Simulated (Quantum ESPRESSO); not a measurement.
# CrO2: a ladder in the functional, part 2 of 2

Aim: see how far moments and order energies of CrO2 move with the functional, and what each rung costs.

Quantum ESPRESSO 7.5; LDA; plane waves with GBRV 1.5 LDA potentials, no spin-orbit coupling (settings of the first rung).

So far, largest spin moment in the atom's sphere (μB): step 2 (rung 1, start ferro ++, LDA GBRV, Quantum ESPRESSO) 1.69; step 3 (rung 1, start antiferro +-, LDA GBRV, Quantum ESPRESSO) 1.41; step 4 (rung 2, start ferro ++, PBEsol GBRV, Quantum ESPRESSO) 1.73; step 5 (rung 2, start antiferro +-, PBEsol GBRV, Quantum ESPRESSO) 1.48; step 6 (rung 3, start ferro ++, PBE GBRV, Quantum ESPRESSO) 1.74.

### 7. Rung 3, start antiferro +-

Level of this step: PBE; plane waves with GBRV 1.5 PBE potentials, no spin-orbit coupling (Quantum ESPRESSO).

pw.in

```
&CONTROL
  calculation = 'scf'
  prefix = 'pwscf'
  outdir = './tmp'
  pseudo_dir = './pseudo'
  disk_io = 'nowf'
/
&SYSTEM
  ibrav = 0
  nat = 6
  ntyp = 3
  ecutwfc = 40
  ecutrho = 280
  nbnd = 36
  occupations = 'smearing'
  smearing = 'fd'
  degauss = 0.00734986
  nspin = 2
  starting_magnetization(1) = 0.2143
  starting_magnetization(2) = -0.2143
  starting_magnetization(3) = 0
/
&ELECTRONS
  conv_thr = 1.2d-08
  electron_maxstep = 150
  mixing_beta = 0.3
/
ATOMIC_SPECIES
Cr1    51.9961 cr_pbe_v1.5.uspp.F.UPF
Cr2    51.9961 cr_pbe_v1.5.uspp.F.UPF
O      15.9990 o_pbe_v1.2.uspp.F.UPF
CELL_PARAMETERS angstrom
   4.4210000000    0.0000000000    0.0000000000
   0.0000000000    4.4210000000    0.0000000000
   0.0000000000    0.0000000000    2.9170000000
ATOMIC_POSITIONS crystal
Cr1     0.0000000000    0.0000000000    0.0000000000
Cr2     0.5000000000    0.5000000000    0.5000000000
O       0.3010000000    0.3010000000    0.0000000000
O       0.1990000000    0.8010000000    0.5000000000
O       0.6990000000    0.6990000000    0.0000000000
O       0.8010000000    0.1990000000    0.5000000000
K_POINTS automatic
8 8 8 0 0 0
```

On the command line:

```bash
> OMP_NUM_THREADS=1 mpirun -n 2 pw.x -nk 2 -in pw.in > pw.out
```

The log of the run:

```text
     [... lines left out ...]
Program PWSCF v.7.5 starts
     [... lines left out ...]
     number of atoms/cell      =            6
     [... lines left out ...]
     number of electrons       =        52.00
     number of Kohn-Sham states=           36
     kinetic-energy cutoff     =      40.0000  Ry
     charge density cutoff     =     280.0000  Ry
     scf convergence threshold =      1.2E-08
     [... lines left out ...]
      8 Sym. Ops., with inversion, found
     [... lines left out ...]
     number of k points=   105  Fermi-Dirac smearing, width (Ry)=  0.0073
     [... lines left out ...]
     iteration # 15     ecut=    40.00 Ry     beta= 0.30
     [... lines left out ...]
     Magnetic moment per site  (integrated on atomic sphere of radius R)
     atom   1 (R=0.176)  charge= 10.5414  magn=  1.4983
     atom   2 (R=0.176)  charge= 10.5436  magn= -1.4988
     atom   3 (R=0.176)  charge=  5.2226  magn=  0.0175
     atom   4 (R=0.176)  charge=  5.2212  magn= -0.0175
     atom   5 (R=0.176)  charge=  5.2226  magn=  0.0175
     atom   6 (R=0.176)  charge=  5.2212  magn= -0.0175
     [... lines left out ...]
     the Fermi energy is    10.6875 ev
!    total energy              =    -480.42412228 Ry
     estimated scf accuracy    <          4.9E-09 Ry
     smearing contrib. (-TS)   =      -0.00929043 Ry
     [... lines left out ...]
     total magnetization       =     0.00 Bohr mag/cell
     absolute magnetization    =     3.85 Bohr mag/cell
     convergence has been achieved in  15 iterations
```

Wall time 4 min (2 MPI ranks of Arm Neoverse N1, shared host); peak memory 0.46 GiB.

Numbers from this step:

| Item | Value |
| --- | --- |
| magnetization | 0 μB |
| final state | antiferromagnetic |
| largest moment | 1.499 μB |

### 8. Rung 4, start ferro ++

pw.in: that of step 7 with these lines changed.

```diff
@@ -10,6 +10,7 @@
   nat = 6
-  ntyp = 3
+  ntyp = 2
   ecutwfc = 40
   ecutrho = 280
-  nbnd = 36
+  nbnd = 39
+  input_dft = 'wc'
   occupations = 'smearing'
@@ -19,4 +20,3 @@
   starting_magnetization(1) = 0.2143
-  starting_magnetization(2) = -0.2143
-  starting_magnetization(3) = 0
+  starting_magnetization(2) = 0
 /
@@ -28,4 +28,3 @@
 ATOMIC_SPECIES
-Cr1    51.9961 cr_pbe_v1.5.uspp.F.UPF
-Cr2    51.9961 cr_pbe_v1.5.uspp.F.UPF
+Cr     51.9961 cr_pbe_v1.5.uspp.F.UPF
 O      15.9990 o_pbe_v1.2.uspp.F.UPF
@@ -36,4 +35,4 @@
 ATOMIC_POSITIONS crystal
-Cr1     0.0000000000    0.0000000000    0.0000000000
-Cr2     0.5000000000    0.5000000000    0.5000000000
+Cr      0.0000000000    0.0000000000    0.0000000000
+Cr      0.5000000000    0.5000000000    0.5000000000
 O       0.3010000000    0.3010000000    0.0000000000
```

The log of the run:

```text
     [... lines left out ...]
Program PWSCF v.7.5 starts
     [... lines left out ...]
     number of atoms/cell      =            6
     [... lines left out ...]
     number of electrons       =        52.00
     number of Kohn-Sham states=           39
     kinetic-energy cutoff     =      40.0000  Ry
     charge density cutoff     =     280.0000  Ry
     scf convergence threshold =      1.2E-08
     [... lines left out ...]
     16 Sym. Ops., with inversion, found ( 8 have fractional translation)
     [... lines left out ...]
     number of k points=    75  Fermi-Dirac smearing, width (Ry)=  0.0073
     [... lines left out ...]
     iteration # 12     ecut=    40.00 Ry     beta= 0.30
     [... lines left out ...]
     Magnetic moment per site  (integrated on atomic sphere of radius R)
     atom   1 (R=0.176)  charge= 10.5323  magn=  1.7237
     atom   2 (R=0.176)  charge= 10.5323  magn=  1.7237
     atom   3 (R=0.176)  charge=  5.2027  magn= -0.0656
     atom   4 (R=0.176)  charge=  5.2027  magn= -0.0656
     atom   5 (R=0.176)  charge=  5.2027  magn= -0.0656
     atom   6 (R=0.176)  charge=  5.2027  magn= -0.0656
     [... lines left out ...]
     the Fermi energy is    10.7120 ev
!    total energy              =    -480.04105930 Ry
     estimated scf accuracy    <          4.4E-09 Ry
     smearing contrib. (-TS)   =      -0.00407840 Ry
     [... lines left out ...]
     total magnetization       =     4.00 Bohr mag/cell
     absolute magnetization    =     4.62 Bohr mag/cell
     convergence has been achieved in  12 iterations
```

Elapsed: 2.7 min, on 2 MPI ranks; peak memory 0.39 GiB.

Numbers from this step:

* magnetization: 4 μB
* final state: ferromagnetic
* largest moment: 1.724 μB

### 9. Rung 4, start antiferro +-

pw.in: that of step 8 with these lines changed.

```diff
@@ -10,6 +10,6 @@
   nat = 6
-  ntyp = 2
+  ntyp = 3
   ecutwfc = 40
   ecutrho = 280
-  nbnd = 39
+  nbnd = 36
   input_dft = 'wc'
@@ -20,3 +20,4 @@
   starting_magnetization(1) = 0.2143
-  starting_magnetization(2) = 0
+  starting_magnetization(2) = -0.2143
+  starting_magnetization(3) = 0
 /
@@ -28,3 +29,4 @@
 ATOMIC_SPECIES
-Cr     51.9961 cr_pbe_v1.5.uspp.F.UPF
+Cr1    51.9961 cr_pbe_v1.5.uspp.F.UPF
+Cr2    51.9961 cr_pbe_v1.5.uspp.F.UPF
 O      15.9990 o_pbe_v1.2.uspp.F.UPF
@@ -35,4 +37,4 @@
 ATOMIC_POSITIONS crystal
-Cr      0.0000000000    0.0000000000    0.0000000000
-Cr      0.5000000000    0.5000000000    0.5000000000
+Cr1     0.0000000000    0.0000000000    0.0000000000
+Cr2     0.5000000000    0.5000000000    0.5000000000
 O       0.3010000000    0.3010000000    0.0000000000
```

The log of the run:

```text
     [... lines left out ...]
Program PWSCF v.7.5 starts
     [... lines left out ...]
     number of atoms/cell      =            6
     [... lines left out ...]
     number of electrons       =        52.00
     number of Kohn-Sham states=           36
     kinetic-energy cutoff     =      40.0000  Ry
     charge density cutoff     =     280.0000  Ry
     scf convergence threshold =      1.2E-08
     [... lines left out ...]
      8 Sym. Ops., with inversion, found
     [... lines left out ...]
     number of k points=   105  Fermi-Dirac smearing, width (Ry)=  0.0073
     [... lines left out ...]
     iteration # 15     ecut=    40.00 Ry     beta= 0.30
     [... lines left out ...]
     Magnetic moment per site  (integrated on atomic sphere of radius R)
     atom   1 (R=0.176)  charge= 10.5329  magn=  1.4756
     atom   2 (R=0.176)  charge= 10.5352  magn= -1.4761
     atom   3 (R=0.176)  charge=  5.1997  magn=  0.0157
     atom   4 (R=0.176)  charge=  5.1983  magn= -0.0157
     atom   5 (R=0.176)  charge=  5.1997  magn=  0.0157
     atom   6 (R=0.176)  charge=  5.1983  magn= -0.0157
     [... lines left out ...]
     the Fermi energy is    10.5822 ev
!    total energy              =    -480.01877524 Ry
     estimated scf accuracy    <          4.4E-09 Ry
     smearing contrib. (-TS)   =      -0.00939833 Ry
     [... lines left out ...]
     total magnetization       =     0.00 Bohr mag/cell
     absolute magnetization    =     3.80 Bohr mag/cell
     convergence has been achieved in  15 iterations
```

The job ended after 4.1 min (2 MPI ranks; peak memory 0.38 GiB; 8.2 min of CPU time).

This step gave:

- magnetization: 0 μB
- final state: antiferromagnetic
- largest moment: 1.476 μB

### 10. Rung 5, start ferro ++

pw.in: that of step 9 with these lines changed.

```diff
@@ -10,7 +10,7 @@
   nat = 6
-  ntyp = 3
+  ntyp = 2
   ecutwfc = 40
   ecutrho = 280
-  nbnd = 36
-  input_dft = 'wc'
+  nbnd = 39
+  input_dft = 'revpbe'
   occupations = 'smearing'
@@ -20,4 +20,3 @@
   starting_magnetization(1) = 0.2143
-  starting_magnetization(2) = -0.2143
-  starting_magnetization(3) = 0
+  starting_magnetization(2) = 0
 /
@@ -29,4 +28,3 @@
 ATOMIC_SPECIES
-Cr1    51.9961 cr_pbe_v1.5.uspp.F.UPF
-Cr2    51.9961 cr_pbe_v1.5.uspp.F.UPF
+Cr     51.9961 cr_pbe_v1.5.uspp.F.UPF
 O      15.9990 o_pbe_v1.2.uspp.F.UPF
@@ -37,4 +35,4 @@
 ATOMIC_POSITIONS crystal
-Cr1     0.0000000000    0.0000000000    0.0000000000
-Cr2     0.5000000000    0.5000000000    0.5000000000
+Cr      0.0000000000    0.0000000000    0.0000000000
+Cr      0.5000000000    0.5000000000    0.5000000000
 O       0.3010000000    0.3010000000    0.0000000000
```

The log of the run:

```text
     [... lines left out ...]
Program PWSCF v.7.5 starts
     [... lines left out ...]
     number of atoms/cell      =            6
     [... lines left out ...]
     number of electrons       =        52.00
     number of Kohn-Sham states=           39
     kinetic-energy cutoff     =      40.0000  Ry
     charge density cutoff     =     280.0000  Ry
     scf convergence threshold =      1.2E-08
     [... lines left out ...]
     16 Sym. Ops., with inversion, found ( 8 have fractional translation)
     [... lines left out ...]
     number of k points=    75  Fermi-Dirac smearing, width (Ry)=  0.0073
     [... lines left out ...]
     iteration # 11     ecut=    40.00 Ry     beta= 0.30
     [... lines left out ...]
     Magnetic moment per site  (integrated on atomic sphere of radius R)
     atom   1 (R=0.176)  charge= 10.5450  magn=  1.7491
     atom   2 (R=0.176)  charge= 10.5450  magn=  1.7491
     atom   3 (R=0.176)  charge=  5.2373  magn= -0.0777
     atom   4 (R=0.176)  charge=  5.2373  magn= -0.0777
     atom   5 (R=0.176)  charge=  5.2373  magn= -0.0777
     atom   6 (R=0.176)  charge=  5.2373  magn= -0.0777
     [... lines left out ...]
     the Fermi energy is    10.8788 ev
!    total energy              =    -480.59135569 Ry
     estimated scf accuracy    <          7.4E-09 Ry
     smearing contrib. (-TS)   =      -0.00400585 Ry
     [... lines left out ...]
     total magnetization       =     4.00 Bohr mag/cell
     absolute magnetization    =     4.72 Bohr mag/cell
     convergence has been achieved in  11 iterations
```

Wall time 2.5 min (2 MPI ranks); peak memory 0.35 GiB.

Numbers from this step:

```yaml
magnetization: 4 μB
final_state: ferromagnetic
largest_moment: 1.749 μB
```

### 11. Rung 5, start antiferro +-

pw.in: that of step 10 with these lines changed.

```diff
@@ -10,6 +10,6 @@
   nat = 6
-  ntyp = 2
+  ntyp = 3
   ecutwfc = 40
   ecutrho = 280
-  nbnd = 39
+  nbnd = 36
   input_dft = 'revpbe'
@@ -20,3 +20,4 @@
   starting_magnetization(1) = 0.2143
-  starting_magnetization(2) = 0
+  starting_magnetization(2) = -0.2143
+  starting_magnetization(3) = 0
 /
@@ -28,3 +29,4 @@
 ATOMIC_SPECIES
-Cr     51.9961 cr_pbe_v1.5.uspp.F.UPF
+Cr1    51.9961 cr_pbe_v1.5.uspp.F.UPF
+Cr2    51.9961 cr_pbe_v1.5.uspp.F.UPF
 O      15.9990 o_pbe_v1.2.uspp.F.UPF
@@ -35,4 +37,4 @@
 ATOMIC_POSITIONS crystal
-Cr      0.0000000000    0.0000000000    0.0000000000
-Cr      0.5000000000    0.5000000000    0.5000000000
+Cr1     0.0000000000    0.0000000000    0.0000000000
+Cr2     0.5000000000    0.5000000000    0.5000000000
 O       0.3010000000    0.3010000000    0.0000000000
```

The log of the run:

```text
     [... lines left out ...]
Program PWSCF v.7.5 starts
     [... lines left out ...]
     number of atoms/cell      =            6
     [... lines left out ...]
     number of electrons       =        52.00
     number of Kohn-Sham states=           36
     kinetic-energy cutoff     =      40.0000  Ry
     charge density cutoff     =     280.0000  Ry
     scf convergence threshold =      1.2E-08
     [... lines left out ...]
      8 Sym. Ops., with inversion, found
     [... lines left out ...]
     number of k points=   105  Fermi-Dirac smearing, width (Ry)=  0.0073
     [... lines left out ...]
     iteration # 15     ecut=    40.00 Ry     beta= 0.30
     [... lines left out ...]
     Magnetic moment per site  (integrated on atomic sphere of radius R)
     atom   1 (R=0.176)  charge= 10.5455  magn=  1.5150
     atom   2 (R=0.176)  charge= 10.5477  magn= -1.5154
     atom   3 (R=0.176)  charge=  5.2347  magn=  0.0199
     atom   4 (R=0.176)  charge=  5.2334  magn= -0.0199
     atom   5 (R=0.176)  charge=  5.2347  magn=  0.0199
     atom   6 (R=0.176)  charge=  5.2334  magn= -0.0199
     [... lines left out ...]
     the Fermi energy is    10.7518 ev
!    total energy              =    -480.56734093 Ry
     estimated scf accuracy    <          4.7E-09 Ry
     smearing contrib. (-TS)   =      -0.00924076 Ry
     [... lines left out ...]
     total magnetization       =     0.00 Bohr mag/cell
     absolute magnetization    =     3.90 Bohr mag/cell
     convergence has been achieved in  15 iterations
```

The job ended after 4.1 min (2 MPI ranks; peak memory 0.46 GiB).

Numbers from this step:

```yaml
magnetization: 0 μB
final_state: antiferromagnetic
largest_moment: 1.515 μB
```

### 12. Rung 6, start ferro ++

pw.in: that of step 11 with these lines changed.

```diff
@@ -10,7 +10,7 @@
   nat = 6
-  ntyp = 3
+  ntyp = 2
   ecutwfc = 40
   ecutrho = 280
-  nbnd = 36
-  input_dft = 'revpbe'
+  nbnd = 39
+  input_dft = 'rpbe'
   occupations = 'smearing'
@@ -20,4 +20,3 @@
   starting_magnetization(1) = 0.2143
-  starting_magnetization(2) = -0.2143
-  starting_magnetization(3) = 0
+  starting_magnetization(2) = 0
 /
@@ -29,4 +28,3 @@
 ATOMIC_SPECIES
-Cr1    51.9961 cr_pbe_v1.5.uspp.F.UPF
-Cr2    51.9961 cr_pbe_v1.5.uspp.F.UPF
+Cr     51.9961 cr_pbe_v1.5.uspp.F.UPF
 O      15.9990 o_pbe_v1.2.uspp.F.UPF
@@ -37,4 +35,4 @@
 ATOMIC_POSITIONS crystal
-Cr1     0.0000000000    0.0000000000    0.0000000000
-Cr2     0.5000000000    0.5000000000    0.5000000000
+Cr      0.0000000000    0.0000000000    0.0000000000
+Cr      0.5000000000    0.5000000000    0.5000000000
 O       0.3010000000    0.3010000000    0.0000000000
```

The log of the run:

```text
     [... lines left out ...]
Program PWSCF v.7.5 starts
     [... lines left out ...]
     number of atoms/cell      =            6
     [... lines left out ...]
     number of electrons       =        52.00
     number of Kohn-Sham states=           39
     kinetic-energy cutoff     =      40.0000  Ry
     charge density cutoff     =     280.0000  Ry
     scf convergence threshold =      1.2E-08
     [... lines left out ...]
     16 Sym. Ops., with inversion, found ( 8 have fractional translation)
     [... lines left out ...]
     number of k points=    75  Fermi-Dirac smearing, width (Ry)=  0.0073
     [... lines left out ...]
     iteration # 11     ecut=    40.00 Ry     beta= 0.30
     [... lines left out ...]
     Magnetic moment per site  (integrated on atomic sphere of radius R)
     atom   1 (R=0.176)  charge= 10.5465  magn=  1.7528
     atom   2 (R=0.176)  charge= 10.5465  magn=  1.7528
     atom   3 (R=0.176)  charge=  5.2417  magn= -0.0798
     atom   4 (R=0.176)  charge=  5.2417  magn= -0.0798
     atom   5 (R=0.176)  charge=  5.2417  magn= -0.0798
     atom   6 (R=0.176)  charge=  5.2417  magn= -0.0798
     [... lines left out ...]
     the Fermi energy is    10.9019 ev
!    total energy              =    -480.64873433 Ry
     estimated scf accuracy    <          7.5E-09 Ry
     smearing contrib. (-TS)   =      -0.00399665 Ry
     [... lines left out ...]
     total magnetization       =     4.00 Bohr mag/cell
     absolute magnetization    =     4.74 Bohr mag/cell
     convergence has been achieved in  11 iterations
```

It took 2.5 min on 2 MPI ranks; peak memory 0.33 GiB; 4.9 min of CPU time.

Numbers from this step:

```yaml
magnetization: 4 μB
final_state: ferromagnetic
largest_moment: 1.753 μB
```

### 13. Rung 6, start antiferro +-

pw.in: that of step 12 with these lines changed.

```diff
@@ -10,6 +10,6 @@
   nat = 6
-  ntyp = 2
+  ntyp = 3
   ecutwfc = 40
   ecutrho = 280
-  nbnd = 39
+  nbnd = 36
   input_dft = 'rpbe'
@@ -20,3 +20,4 @@
   starting_magnetization(1) = 0.2143
-  starting_magnetization(2) = 0
+  starting_magnetization(2) = -0.2143
+  starting_magnetization(3) = 0
 /
@@ -28,3 +29,4 @@
 ATOMIC_SPECIES
-Cr     51.9961 cr_pbe_v1.5.uspp.F.UPF
+Cr1    51.9961 cr_pbe_v1.5.uspp.F.UPF
+Cr2    51.9961 cr_pbe_v1.5.uspp.F.UPF
 O      15.9990 o_pbe_v1.2.uspp.F.UPF
@@ -35,4 +37,4 @@
 ATOMIC_POSITIONS crystal
-Cr      0.0000000000    0.0000000000    0.0000000000
-Cr      0.5000000000    0.5000000000    0.5000000000
+Cr1     0.0000000000    0.0000000000    0.0000000000
+Cr2     0.5000000000    0.5000000000    0.5000000000
 O       0.3010000000    0.3010000000    0.0000000000
```

The log of the run:

```text
     [... lines left out ...]
Program PWSCF v.7.5 starts
     [... lines left out ...]
     number of atoms/cell      =            6
     [... lines left out ...]
     number of electrons       =        52.00
     number of Kohn-Sham states=           36
     kinetic-energy cutoff     =      40.0000  Ry
     charge density cutoff     =     280.0000  Ry
     scf convergence threshold =      1.2E-08
     [... lines left out ...]
      8 Sym. Ops., with inversion, found
     [... lines left out ...]
     number of k points=   105  Fermi-Dirac smearing, width (Ry)=  0.0073
     [... lines left out ...]
     iteration # 15     ecut=    40.00 Ry     beta= 0.30
     [... lines left out ...]
     Magnetic moment per site  (integrated on atomic sphere of radius R)
     atom   1 (R=0.176)  charge= 10.5470  magn=  1.5206
     atom   2 (R=0.176)  charge= 10.5493  magn= -1.5210
     atom   3 (R=0.176)  charge=  5.2393  magn=  0.0206
     atom   4 (R=0.176)  charge=  5.2379  magn= -0.0206
     atom   5 (R=0.176)  charge=  5.2393  magn=  0.0206
     atom   6 (R=0.176)  charge=  5.2379  magn= -0.0206
     [... lines left out ...]
     the Fermi energy is    10.7754 ev
!    total energy              =    -480.62443294 Ry
     estimated scf accuracy    <          6.8E-09 Ry
     smearing contrib. (-TS)   =      -0.00922335 Ry
     [... lines left out ...]
     total magnetization       =     0.00 Bohr mag/cell
     absolute magnetization    =     3.92 Bohr mag/cell
     convergence has been achieved in  15 iterations
```

The job ended after 4.1 min (2 MPI ranks; peak memory 0.45 GiB; 8.1 min of CPU time).

Numbers from this step:

* magnetization: 0 μB
* final state: antiferromagnetic
* largest moment: 1.521 μB

### 14. The rungs together

Ladder, by row:

```tsv
rung	functional	potentials	state from the first start	state from the second start	second less first (meV a seeded atom)	moment, first (μB)	moment, second (μB)	CPU time (s)
1	LDA	GBRV 1.5 LDA	ferromagnetic	antiferromagnetic	124	1.69	1.405	762.8
2	PBEsol	GBRV 1.5 PBEsol	ferromagnetic	antiferromagnetic	152.8	1.726	1.476	811
3	PBE	GBRV 1.5 PBE	ferromagnetic	antiferromagnetic	157.1	1.738	1.499	803.3
4	WC	GBRV 1.5 PBE	ferromagnetic	antiferromagnetic	151.6	1.724	1.476	812.3
5	revPBE	GBRV 1.5 PBE	ferromagnetic	antiferromagnetic	163.4	1.749	1.515	782.8
6	RPBE	GBRV 1.5 PBE	ferromagnetic	antiferromagnetic	165.3	1.753	1.521	784.3
```

### 15. Outcome

```yaml
range_of_the_largest_moment_first_start: 1.69 to 1.75 μB; second start 1.41 to 1.52 μB
range_of_cpu_time: 13 min to 14 min
range_of_the_energy_difference: 124 to 165 meV a seeded atom
```

**Reading.** For the first start the functionals give moments from 1.69 to 1.75 μB; all use the same cell, so differences in their own lattice constants don't enter. Rungs 4, 5 and 6 use pseudopotentials made with another functional. Energies are free energies at an electronic temperature of 1160 K, which lowers moments and differences where the moments are itinerant. No Hubbard term acts here. In such compounds local and semilocal functionals without one often delocalise the d electrons, and can shrink or lose moments and miss the size, sign and order of the couplings. The smearing term is large for its width, so states at the Fermi level are partly filled: at this level the cell is a metal or has a gap of a few widths at most.

[Long decimals in the printed logs are rounded to 6 places.]

[Logs and program files are shortened in this print: banners, set-up blocks, solver, clock and traceback lines can be left out without a mark of their own.]

[Logs are printed without paths, hosts, clocks, repeated set-up lines and the standing remarks that a program may print on its own settings, such as how far it seeks lower states.]

[Hosts, paths, dates, database ids (printed as entryN), source tags and the programs' standing remarks are cut or masked in the printed files.]

[Where the starting crystal was built by hand or by swapping elements, it need not be the compound's stable phase.]

[Where a cell is said to come from a database of computed structures, the database is the Materials Project.]

[Lattice constants that a cell's source calls measured were typed from memory.]
